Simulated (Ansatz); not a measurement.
# K on Fe(100): change of the work function, part 5 of 5

How does K on the hollow site change the work function of Fe(100) as the layer fills?

Ansatz 0.2.0; plane-wave DFT, PBE, Ansatz PAW.

So far, work function, upper face (eV): step 2 (the clean slab) 3.86; step 4 (adsorbate added, coverage 0.5 ML) 2.40; step 6 (the slab at 0.25 ML, atoms frozen) 1.76; step 7 (the substrate of the 0.25 ML cell alone) 3.86; step 8 (the adsorbate layer of the 0.25 ML cell alone) 2.42.

### Step 10. The same run with other settings

This step: plane-wave DFT, PBE, Ansatz PAW (Ansatz 0.2.0).

System of this step: KFe10 (K/Fe(100)). The cell holds 22 atoms: 20 Fe and 2 K. Cell: a = 5.740 Å, b = 5.740 Å, c = 26.509 Å, α = 90.0°, β = 90.0°, γ = 90.0°. Vacuum lies along c.

A run with a changed input: it repeats the earlier run at 0.5 ML with kpoints.mp_grid.grid from [5, 5, 1] to [4, 4, 1] and basis.ecutwfc to 800 eV.

input.yaml

```yaml
crystal:
  lattice:
    - [5.74, 0.0, 0.0]
    - [0.0, 5.74, 0.0]
    - [0.0, 0.0, 26.508564284]
  atoms:
    - { symbol: Fe, position: [0.0, 0.0, 0.3395129175], spin: 2.97 }
    - { symbol: Fe, position: [0.25, 0.25, 0.3936463661], spin: 2.38 }
    - { symbol: Fe, position: [0.0, 0.0, 0.4471328567], spin: 2.5 }
    - { symbol: Fe, position: [0.25, 0.25, 0.5014069691], spin: 2.31 }
    - { symbol: Fe, position: [0.0, 0.0, 0.5521055225], spin: 2.92 }
    - { symbol: Fe, position: [0.0, 0.5, 0.3395129175], spin: 2.97 }
    - { symbol: Fe, position: [0.25, 0.75, 0.3936463661], spin: 2.38 }
    - { symbol: Fe, position: [0.0, 0.5, 0.4471328567], spin: 2.5 }
    - { symbol: Fe, position: [0.25, 0.75, 0.5014069691], spin: 2.31 }
    - { symbol: Fe, position: [0.0, 0.5, 0.5521055225], spin: 2.92 }
    - { symbol: Fe, position: [0.5, 0.0, 0.3395129175], spin: 2.97 }
    - { symbol: Fe, position: [0.75, 0.25, 0.3936463661], spin: 2.38 }
    - { symbol: Fe, position: [0.5, 0.0, 0.4471328567], spin: 2.5 }
    - { symbol: Fe, position: [0.75, 0.25, 0.5014069691], spin: 2.31 }
    - { symbol: Fe, position: [0.5, 0.0, 0.5521055225], spin: 2.92 }
    - { symbol: Fe, position: [0.5, 0.5, 0.3395129175], spin: 2.97 }
    - { symbol: Fe, position: [0.75, 0.75, 0.3936463661], spin: 2.38 }
    - { symbol: Fe, position: [0.5, 0.5, 0.4471328567], spin: 2.5 }
    - { symbol: Fe, position: [0.75, 0.75, 0.5014069691], spin: 2.31 }
    - { symbol: Fe, position: [0.5, 0.5, 0.5521055225], spin: 2.92 }
    - { symbol: K, position: [0.25, 0.25, 0.6604870825] }
    - { symbol: K, position: [0.75, 0.75, 0.6604870825] }
magnetization:
  spin_polarized: true
kpoints:
  mp_grid: { grid: [4, 4, 1] }
hamiltonian:
  xc: pbe
scf:
  occupations: { method: fermi_dirac, width: 0.1 }
  convergence: { dr2_threshold: 1.0e-08 }
efield:
  axis: 3
  dipole_correction: true
  ramp_position: 0.97
  ramp_width: 0.06
relax:
  f_tol: 0.02
  max_steps: 60
  constraints: [{ sites: [0, 1, 5, 6, 10, 11, 15, 16] }]
output:
  bader: true
  dos: { projected: true, e_range: [-8, 4] }
  write_potential: true
  write_density: true
  volumetric_format: npy
basis:
  ecutwfc: "800 eV"
```

Launch:

```sh
> ansatz run input.yaml --threads 4 --pin off --max-ram 12288MiB --backend cpu --events-out ev --progress --plain --runs-dir out
```

Numbers of over 12 decimals in the logs are rounded to 6 here.

Log:

```text
[...]
Crystal: 22 atoms, lattice volume = 873.394 Å³
Basis set: ecut = 800 eV, 44875 PW (Γ), exchange–correlation on 108×108×500 points (8 copies of the dense FFT grid, shifted against one another)
Bands: 235, of which v1, the nominal top of the filled ones, is band 169 counted from 1 (168 counted from 0)
Symmetry: 16 space group operations
k-points: 6 of 16
[...]
Starting moments: Σ|m| = 52.32 μB on 20 of 22 sites
[...]
SCF iter   1: F=—  HF=-92676.083217 eV  |F-HF|=—  |Δ(HF+E_count)|=         —  Δρ=3.63e-2 (↑1.26e-2 ↓3.63e-2)  dr2=8.76e1  dr2_m=2.90e0  M=51.676 μB ∫|m|=52.205 μB  β_m=1.00  ethr=3.10e-3  p=-0.000 e·Å  D=-7.69e-8 V/Å  ΔV_dip=0.00 eV  dr2_dipole=4.58e0  V_vac-E_F(+/−)=7.19/7.19 eV  ⟨swp⟩=9.0  Hψ=14498  notcnv=0  defer=144
[...]
SCF iter  18: F=-92676.128131 eV  HF=-92676.128131 eV  |F-HF|=4.53e-9  |Δ(HF+E_count)|=   1.91e-8  Δρ=4.08e-7 (↑3.69e-7 ↓4.08e-7)  dr2=5.81e-9  dr2_m=3.33e-10  M=52.234 μB ∫|m|=54.657 μB  ethr=1.53e-12  p=0.264 e·Å  D=5.47e-2 V/Å  ΔV_dip=-1.45 eV  dr2_dipole=1.12e-9  V_vac-E_F(+/−)=2.40/3.85 eV  ⟨swp⟩=15.8  Hψ=21297  notcnv=0
SCF 1 converged in 18 iterations: F = -92676.128131 eV  dr2 = 5.81e-9
[...]
relax step   1: F+E_penalty+E_count = -92676.12813091 eV  Δ(F+E_penalty+E_count) = +0.000e0 eV  max|allowed force component| = 5.609e-2 eV/Å  Δτ_max = 0.0000 Å  (18 SCF iters, accepted)
[...]
SCF iter  10: F=-92676.128637 eV  HF=-92676.128637 eV  |F-HF|=6.84e-10  |Δ(HF+E_count)|=  2.76e-10  Δρ=1.81e-7 (↑1.44e-7 ↓1.81e-7)  dr2=1.09e-9  dr2_m=1.22e-10  M=52.238 μB ∫|m|=54.661 μB  ethr=2.05e-12  p=0.264 e·Å  D=5.46e-2 V/Å  ΔV_dip=-1.45 eV  dr2_dipole=2.71e-10  V_vac-E_F(+/−)=2.40/3.85 eV  ⟨swp⟩=9.0  Hψ=16326  notcnv=0
SCF 2 converged in 10 iterations: F = -92676.128637 eV  dr2 = 1.09e-9
relax step   2: F+E_penalty+E_count = -92676.12863659 eV  Δ(F+E_penalty+E_count) = -5.057e-4 eV  max|allowed force component| = 3.304e-2 eV/Å  Δτ_max = 0.0032 Å  (10 SCF iters, accepted)
SCF iter   1: F=—  HF=-92676.128361 eV  |F-HF|=—  |Δ(HF+E_count)|=         —  Δρ=2.21e-4 (↑1.17e-4 ↓2.21e-4)  dr2=2.07e-4  dr2_m=1.80e-4  M=52.241 μB ∫|m|=54.664 μB  β_m=1.00  ethr=6.08e-7  p=0.264 e·Å  D=5.46e-2 V/Å  ΔV_dip=-1.45 eV  dr2_dipole=3.86e-6  V_vac-E_F(+/−)=2.40/3.85 eV  ⟨swp⟩=4.9  Hψ=6734  notcnv=0  defer=124
[...]
SCF iter  10: F=-92676.128873 eV  HF=-92676.128873 eV  |F-HF|=1.02e-8  |Δ(HF+E_count)|=  5.09e-10  Δρ=7.89e-7 (↑2.30e-7 ↓7.89e-7)  dr2=9.85e-9  dr2_m=1.30e-9  M=52.241 μB ∫|m|=54.664 μB  ethr=1.00e-12  p=0.264 e·Å  D=5.46e-2 V/Å  ΔV_dip=-1.45 eV  dr2_dipole=1.10e-9  V_vac-E_F(+/−)=2.40/3.85 eV  ⟨swp⟩=8.8  Hψ=17617  notcnv=0
SCF 3 converged in 10 iterations: F = -92676.128873 eV  dr2 = 9.85e-9
relax step   3: F+E_penalty+E_count = -92676.12887320 eV  Δ(F+E_penalty+E_count) = -2.366e-4 eV  max|allowed force component| = 2.159e-4 eV/Å  Δτ_max = 0.0042 Å  (10 SCF iters, accepted)
[...]
SCF converged after 10 iterations
Magnetization: 52.2410 μB (195.1205 up, 142.8795 down)
Absolute magnetization: 54.6667 μB (∫|ρ↑−ρ↓|, with the PAW one-centre terms)
[...]
Per-site moments (μB) at R_I (Å): [(2.966007, 1.025266), (2.381115, 1.022123), (2.493037, 1.022123), (2.305071, 1.002319), (2.815067, 1.002319), (2.966007, 1.025266), (2.384861, 1.022123), (2.493037, 1.022123), (2.296367, 1.004431), (2.815067, 1.002319), (2.966007, 1.025266), (2.384861, 1.022123), (2.493037, 1.022123), (2.296367, 1.004431), (2.815067, 1.002319), (2.966007, 1.025266), (2.381115, 1.022123), (2.493037, 1.022123), (2.305071, 1.002319), (2.815067, 1.002319), (-0.00041357, 1.452397), (-0.00041357, 1.452397)]
Free energy (F): -92676.128873 eV
[...]
Internal energy: -92675.362771 eV  (E = F + TS)
E sigma→0 (E₀):  -92675.745822 eV
Entropy (-TS):   -0.766102 eV (-34.823 meV/atom)
Fermi energy:    3.391024 eV
Dipole field:    D = 0.054637 V/Å  (p = 0.263715 e·Å, saw-weighted, corrected)
Work function:   Φ+ = 2.3975 eV   Φ− = 3.8459 eV
[...]
--- Forces (eV/Å), atoms counted from 1 ---
  atom   1  Fe     0.00000000     0.00000000     0.43569179
  atom   2  Fe    -0.00000000    -0.00000000    -0.43290325
  atom   3  Fe    -0.00000000     0.00000000    -0.00001186
  atom   4  Fe     0.00000000    -0.00000000     0.00001750
  atom   5  Fe    -0.00000000     0.00000000     0.00006610
  atom   6  Fe     0.00000000     0.00000000     0.43569179
  atom   7  Fe    -0.00000000     0.00000000    -0.43872913
  atom   8  Fe     0.00000000    -0.00000000    -0.00001186
  atom   9  Fe     0.00000000    -0.00000000     0.00021585
  atom  10  Fe     0.00000000     0.00000000     0.00006610
  atom  11  Fe     0.00000000     0.00000000     0.43569179
  atom  12  Fe    -0.00000000     0.00000000    -0.43872913
  atom  13  Fe     0.00000000     0.00000000    -0.00001186
  atom  14  Fe     0.00000000    -0.00000000     0.00021585
  atom  15  Fe     0.00000000     0.00000000     0.00006610
  atom  16  Fe     0.00000000    -0.00000000     0.43569179
  atom  17  Fe    -0.00000000    -0.00000000    -0.43290325
  atom  18  Fe    -0.00000000     0.00000000    -0.00001186
  atom  19  Fe     0.00000000    -0.00000000     0.00001750
  atom  20  Fe    -0.00000000     0.00000000     0.00006610
  atom  21  K     -0.00000000    -0.00000000    -0.00012273
  atom  22  K     -0.00000000    -0.00000000    -0.00012273
  max |Σ_I F_I| component: 5.94e-5 eV/Å
--- Band table (eV; the first three rows and the last of 12) ---
  k-point 0 ↑: bands = [... 165 lower, 2.0621, 2.0910, 2.0925, 2.1514, 2.1514, 2.2808, 2.3190, 2.3616, ... 62 higher]
  k-point 1 ↑: bands = [... 165 lower, 2.0938, 2.1175, 2.1287, 2.1390, 2.1495, 2.1821, 2.2051, 2.2423, ... 62 higher]
  k-point 2 ↑: bands = [... 165 lower, 1.9515, 1.9949, 1.9949, 2.0892, 2.0892, 2.1512, 2.1512, 2.1694, ... 62 higher]
  k-point 5 ↓: bands = [... 165 lower, 4.8239, 4.9033, 4.9033, 4.9215, 4.9215, 4.9315, 4.9315, 4.9338, ... 62 higher]
--- Relaxed structure (3 steps of the walk, 3 accepted, 0 SCFs on fresh bases) ---
  F+E_penalty+E_count = -92676.12887320 eV   max|allowed force component| = 2.159e-4 eV/Å
  atoms:
    - { symbol: Fe, position: [0.0, 0.0, 0.339513] }
    - { symbol: Fe, position: [0.25, 0.25, 0.3936463661] }
    - { symbol: Fe, position: [1.3238858380305493e-19, 0, 0.447280] }
    - { symbol: Fe, position: [0.25, 0.25, 0.501689] }
    - { symbol: Fe, position: [0, 0, 0.552100] }
    - { symbol: Fe, position: [0.0, 0.5, 0.339513] }
    - { symbol: Fe, position: [0.25, 0.75, 0.3936463661] }
    - { symbol: Fe, position: [1.3238858380305493e-19, 0.5, 0.447280] }
    - { symbol: Fe, position: [0.25, 0.75, 0.501339] }
    - { symbol: Fe, position: [0, 0.5, 0.552100] }
    - { symbol: Fe, position: [0.5, 0.0, 0.339513] }
    - { symbol: Fe, position: [0.75, 0.25, 0.3936463661] }
    - { symbol: Fe, position: [0.5, 0, 0.447280] }
    - { symbol: Fe, position: [0.75, 0.25, 0.501339] }
    - { symbol: Fe, position: [0.5, 0, 0.552100] }
    - { symbol: Fe, position: [0.5, 0.5, 0.339513] }
    - { symbol: Fe, position: [0.75, 0.75, 0.3936463661] }
    - { symbol: Fe, position: [0.5, 0.5, 0.447280] }
    - { symbol: Fe, position: [0.75, 0.75, 0.501689] }
    - { symbol: Fe, position: [0.5, 0.5, 0.552100] }
    - { symbol: K, position: [0.25, 0.25, 0.660642] }
    - { symbol: K, position: [0.75, 0.75, 0.660642] }
--- Bader charges: 22 sites ---
  site symbol  charge [e]  shift [e]    m [muB]
     0     Fe      0.0560     0.0001     3.1019
     1     Fe     -0.0682     0.0000     2.3202
     2     Fe      0.0306     0.0002     2.4531
     3     Fe     -0.0795     0.0001     2.2544
     4     Fe     -0.1524     0.0000     2.9116
     5     Fe      0.0560     0.0001     3.1019
     6     Fe     -0.0671     0.0000     2.3240
     7     Fe      0.0306     0.0002     2.4531
     8     Fe     -0.0748     0.0001     2.2469
     9     Fe     -0.1524     0.0000     2.9116
    10     Fe      0.0560     0.0001     3.1019
    11     Fe     -0.0671     0.0000     2.3240
    12     Fe      0.0306     0.0002     2.4531
    13     Fe     -0.0748     0.0001     2.2469
    14     Fe     -0.1524     0.0000     2.9116
    15     Fe      0.0560     0.0001     3.1019
    16     Fe     -0.0682     0.0000     2.3202
    17     Fe      0.0306     0.0002     2.4531
    18     Fe     -0.0795     0.0001     2.2544
    19     Fe     -0.1524     0.0000     2.9116
    20      K      0.4213     0.0000     0.0419
    21      K      0.4213     0.0000     0.0419
  estimated error of the sums over rays = 5.9e-4 e
```

It took 19 min on 4 threads of Arm Neoverse V1, shared host; peak memory 10 GiB; 72 min of CPU time.

```tsv
quantity	this run	earlier run	difference
work function, upper face (eV)	2.397	2.399	-0.0016
work function, lower face (eV)	3.846	3.842	0.0042
dipole along the normal (e·Å)	0.2637	0.2627	0.0011
total moment (μB)	52.24	52.31	-0.068
```

What moves beyond 0.01 in its unit (for the dipole 0.5 % and 5e-5 e·Å): total moment (-0.0677 μB).

The change shows in the results, which are not taken further.

### Step 11. The same run with other settings

System of this step: Fe(100). The cell holds 5 atoms: 5 Fe. Cell: a = 2.870 Å, b = 2.870 Å, c = 23.740 Å, α = 90.0°, β = 90.0°, γ = 90.0°. Vacuum lies along c.

An input spoilt on purpose, to show how the run answers: it repeats the earlier run at 0 ML with scf.mixing to algorithm: anderson, beta: 0.005, ndim: 1, and scf.max_iter set to 75.

input.yaml

```yaml
crystal:
  lattice:
    - [2.87, 0.0, 0.0]
    - [0.0, 2.87, 0.0]
    - [0.0, 0.0, 23.74]
  atoms:
    - { symbol: Fe, position: [0.0, 0.0, 0.3791069924], spin: 2.5 }
    - { symbol: Fe, position: [0.5, 0.5, 0.4395534962], spin: 2.5 }
    - { symbol: Fe, position: [0.0, 0.0, 0.5], spin: 2.5 }
    - { symbol: Fe, position: [0.5, 0.5, 0.5604465038], spin: 2.5 }
    - { symbol: Fe, position: [0.0, 0.0, 0.6208930076], spin: 2.5 }
magnetization:
  spin_polarized: true
kpoints:
  mp_grid: { grid: [10, 10, 1] }
hamiltonian:
  xc: pbe
scf:
  occupations: { method: fermi_dirac, width: 0.1 }
  convergence: { dr2_threshold: 1.0e-08 }
  mixing: { algorithm: anderson, beta: 0.005, ndim: 1 }
  max_iter: 75
efield:
  axis: 3
  dipole_correction: true
  ramp_position: 0.97
  ramp_width: 0.06
relax:
  f_tol: 0.02
  max_steps: 60
  constraints: [{ sites: [0, 1] }]
output:
  write_potential: true
  write_density: true
  volumetric_format: npy
```

Log:

```text
The last accepted step is kept in <dir> (removed where the run ends without a failure and the disk answers)
Engine: ansatz 0.2.0, aarch64-unknown-linux-gnu
Pseudopotentials: kind: paw
Pseudopotential: Fe, paw, valence charge 16, recommended cutoff 420 eV (normal), Fe.paw.azcp
Functional definition: PBE
  parameter kappa = 0.804
  parameter beta = 0.066725
  exchange = pbe_x(kappa = kappa, mu = beta*pi^2/3)
  correlation = pbe_c(beta = beta)
Crystal: 5 atoms, lattice volume = 195.544 Å³
Basis set: ecut = 420 eV, 3827 PW (Γ), exchange–correlation on 40×40×320 points (8 copies of the dense FFT grid, shifted against one another)
Bands: 56, of which v1, the nominal top of the filled ones, is band 40 counted from 1 (39 counted from 0)
Symmetry: 8 space group operations
k-points: 21 of 100
Non-local potential: Fe, projectors of the file, l = 0: 3, l = 1: 2, l = 2: 3, l = 3: 1
PAW form: soft (Blöchl's): semilocal exchange-correlation on the pseudo side does not see the compensation charge
PAW one-centre angular grid: Fe, 590 points (default); XC on 64 Gauss nodes
Initial density: superposition of atomic densities (neutral atoms: chi_scale 0, normalization atom)
Starting moments: Σ|m| = 12.5 μB on 5 of 5 sites
Initial wavefunctions: pseudopotential atomic-orbital guess
Functional: x = pbe(κ = 0.804, μ = 0.219515), c = pbe(β = 0.066725)
SCF iter   1: F=—  HF=-22399.003503 eV  |F-HF|=—  |Δ(HF+E_count)|=         —  Δρ=4.37e-2 (↑1.80e-2 ↓4.37e-2)  dr2=1.35e1  dr2_m=1.15e0  M=12.634 μB ∫|m|=12.767 μB  β_m=0.02  ethr=3.10e-3  p=0.000 e·Å  D=1.02e-13 V/Å  ΔV_dip=-0.00 eV  dr2_dipole=4.20e-8  V_vac-E_F(+/−)=7.33/7.33 eV  ⟨swp⟩=10.5  Hψ=12217  notcnv=0  defer=27
Mixer restart at iter 1: flushing history
efield: sawtooth ramp at fractional position 0.9700 (set: `efield.ramp_position`, or a place that a band, a saddle search or an elastic batch's reference lends), width 0.0600; the density the first Hamiltonian is built on has a dipole p = 0.000 e·Å; the dipole correction subtracts the counter field D = 1.02e-13 V/Å, which shifts the + side's vacuum level by -0.00 eV against the − side's; the planar-averaged density in the ramp window peaks in size at 5.2e-7 e/Å³
preconditioner: auto → LDOS  [metal: Δε(μ)=0.007 eV  Ē_g=6.349 eV  σ=0.100 eV  W_gap=0.02  n_scr=44 (ndim 1)  ℏωp=16.8 eV  f_vac=0.612  D(μ)=7.07/eV (n_scr^D=62)  β=0.005 kept]
spin=Collinear: LDOS preconditioning applied to the charge; magnetization (m = ρ↑ − ρ↓) channel mixes plain (no charge-response kernel on spin).
SCF iter   2: F=—  HF=-22399.093605 eV  |F-HF|=—  |Δ(HF+E_count)|=   9.01e-2  Δρ=4.35e-2 (↑1.77e-2 ↓4.35e-2)  dr2=1.35e1  dr2_m=1.11e0  M=12.642 μB ∫|m|=12.777 μB  β_m=0.02  ethr=3.10e-3  p=-0.000 e·Å  D=-4.80e-8 V/Å  ΔV_dip=0.00 eV  dr2_dipole=1.42e-10  V_vac-E_F(+/−)=7.32/7.32 eV  ⟨swp⟩=1.0  Hψ=2731  notcnv=0  defer=26
[...]
SCF iter  69: F=—  HF=-22401.616314 eV  |F-HF|=—  |Δ(HF+E_count)|=   6.60e-2  Δρ=3.83e-2 (↑3.83e-2 ↓2.76e-2)  dr2=1.49e1  dr2_m=1.80e-1  M=13.886 μB ∫|m|=14.340 μB  β_m=0.02  ethr=6.25e-5  p=0.000 e·Å  D=2.34e-5 V/Å  ΔV_dip=-0.00 eV  dr2_dipole=1.09e-7  V_vac-E_F(+/−)=2.90/2.90 eV  ⟨swp⟩=1.4  Hψ=2438  notcnv=0  defer=85
SCF iter  70: F=—  HF=-22401.551096 eV  |F-HF|=—  |Δ(HF+E_count)|=   6.52e-2  Δρ=3.76e-2 (↑3.76e-2 ↓2.72e-2)  dr2=1.46e1  dr2_m=1.68e-1  M=13.881 μB ∫|m|=14.337 μB  β_m=0.02  ethr=6.25e-5  p=0.000 e·Å  D=2.33e-5 V/Å  ΔV_dip=-0.00 eV  dr2_dipole=1.08e-7  V_vac-E_F(+/−)=2.91/2.91 eV  ⟨swp⟩=1.3  Hψ=2525  notcnv=0  defer=85
SCF iter  71: F=—  HF=-22401.487194 eV  |F-HF|=—  |Δ(HF+E_count)|=   6.39e-2  Δρ=3.68e-2 (↑3.68e-2 ↓2.69e-2)  dr2=1.42e1  dr2_m=1.56e-1  M=13.876 μB ∫|m|=14.333 μB  β_m=0.02  ethr=6.25e-5  p=0.000 e·Å  D=2.31e-5 V/Å  ΔV_dip=-0.00 eV  dr2_dipole=1.05e-7  V_vac-E_F(+/−)=2.92/2.92 eV  ⟨swp⟩=1.4  Hψ=2473  notcnv=0  defer=86
SCF iter  72: F=—  HF=-22401.425428 eV  |F-HF|=—  |Δ(HF+E_count)|=   6.18e-2  Δρ=3.60e-2 (↑3.60e-2 ↓2.66e-2)  dr2=1.39e1  dr2_m=1.45e-1  M=13.871 μB ∫|m|=14.330 μB  β_m=0.02  ethr=6.25e-5  p=0.000 e·Å  D=2.30e-5 V/Å  ΔV_dip=-0.00 eV  dr2_dipole=1.05e-7  V_vac-E_F(+/−)=2.92/2.92 eV  ⟨swp⟩=1.4  Hψ=2455  notcnv=0  defer=88
SCF iter  73: F=—  HF=-22401.365315 eV  |F-HF|=—  |Δ(HF+E_count)|=   6.01e-2  Δρ=3.53e-2 (↑3.53e-2 ↓2.62e-2)  dr2=1.36e1  dr2_m=1.34e-1  M=13.866 μB ∫|m|=14.326 μB  β_m=0.02  ethr=6.25e-5  p=0.000 e·Å  D=2.28e-5 V/Å  ΔV_dip=-0.00 eV  dr2_dipole=1.04e-7  V_vac-E_F(+/−)=2.93/2.93 eV  ⟨swp⟩=1.1  Hψ=4996  notcnv=0
SCF iter  74: F=—  HF=-22401.307273 eV  |F-HF|=—  |Δ(HF+E_count)|=   5.80e-2  Δρ=3.46e-2 (↑3.46e-2 ↓2.59e-2)  dr2=1.33e1  dr2_m=1.24e-1  M=13.861 μB ∫|m|=14.322 μB  β_m=0.02  ethr=6.25e-5  p=0.000 e·Å  D=2.27e-5 V/Å  ΔV_dip=-0.00 eV  dr2_dipole=1.09e-7  V_vac-E_F(+/−)=2.94/2.94 eV  ⟨swp⟩=1.1  Hψ=5029  notcnv=0
SCF iter  75: F=—  HF=-22401.251046 eV  |F-HF|=—  |Δ(HF+E_count)|=   5.62e-2  Δρ=3.39e-2 (↑3.39e-2 ↓2.55e-2)  dr2=1.30e1  dr2_m=1.14e-1  M=13.856 μB ∫|m|=14.319 μB  β_m=0.02  ethr=6.25e-5  p=0.000 e·Å  D=2.26e-5 V/Å  ΔV_dip=-0.00 eV  dr2_dipole=1.02e-7  V_vac-E_F(+/−)=2.95/2.95 eV  ⟨swp⟩=1.0  Hψ=5079  notcnv=0
WARN: efield: at this solve's end the planar-averaged density reaches 1.62e-4 e/Å³ inside the ramp window [0.9279, 0.0721] (bound 1e-5 e/Å³), and -1.51e-4 e/Å³ on another of its planes; by the running means of the window's planes the mean density over a ramp is at most 1.02e-4 e/Å³, which is held to the bound (the quickstart, § The vacuum guard, A window that rings); the window's nearer edge stands 7.29 Å from this solve's nearest atom along the axis. Its work functions, free energy, forces, stress, dipole, levels and responses can be off, and this figure does not tell by how much. The cell may have no vacuum along `efield.axis`. [rest of the remark cut]
Error: did not converge after 75 iterations: dr2 = 1.30e1 (threshold 1.00e-8), under the density mixer `anderson`; raise `scf.max_iter`, which need not help a stalled SCF, or adjust the mixing (`scf.mixing`) or, under a smearing, its width (`scf.occupations.width`, in either direction: another width is another result); this SCF holds its density and magnetisation to the symmetry operations that it keeps, and cannot e [...]
```

Wall time 65 s (4 threads); peak memory 0.67 GiB.

Residual by cycle:

cycle, log10 residual and a bar from the least value:
```
        1        1.1 #
        8        1.8 ##############################
       14        1.7 ###########################
       21        1.7 ########################
       28        1.6 #####################
       35        1.5 ##################
       41        1.5 ###############
       48        1.4 ############
       55        1.3 #########
       62        1.2 ######
       68        1.2 ###
       75        1.1
```

No converged result was reached; the numbers in the log don't describe the system.

After 75 cycles the residual stands at 13, against 31 at cycle 38 and a least value of 11. The cap of 75 cycles in the input ended the loop.

The program's message: “Error: did not converge after 75 iterations: dr2 = 1.30e1 (threshold 1.00e-8), under the density mixer `anderson`; raise `scf.max_iter`, which need not help a stalled SCF, or adjust the mixing (`scf.m …”

The fault put into the input: mixing far too weak.

### Step 12. Results

| Property | Result |
| --- | --- |
| work function of the clean face | 3.86 eV |
| work function at 0.25 ML | 1.76 eV |
| work function at 0.5 ML | 2.40 eV |
| dipole per adsorbate at 0.25 ML, positive end outwards | 1.85 D |
| step of the potential from the moved charge at 0.25 ML, upper less lower side, atoms held | -2.11 eV |

K lowers the work function of Fe(100) at the lowest coverage, by 2.10 eV: the adsorbate layer has its positive end outwards. The slab has 5 layers, at the tabulated experimental lattice constant, one starting site was run, and quantum-size effects of a slab this thin can reach one or two tenths of an eV. The magnetic order is the one reached from the typed start; other orders were not compared.

[Logs are printed without paths, hosts, clocks, repeated set-up lines and the standing remarks that a program may print on its own settings, such as how far it seeks lower states.]

[Hosts, paths, dates, database ids (printed as entryN), source tags and the programs' standing remarks are cut or masked in the printed files.]

[Maps of the electrostatic potential energy from Ansatz leave out the sawtooth potential of an applied field or a dipole correction, so their vacuum need not be flat; planar profiles and work functions include it.]
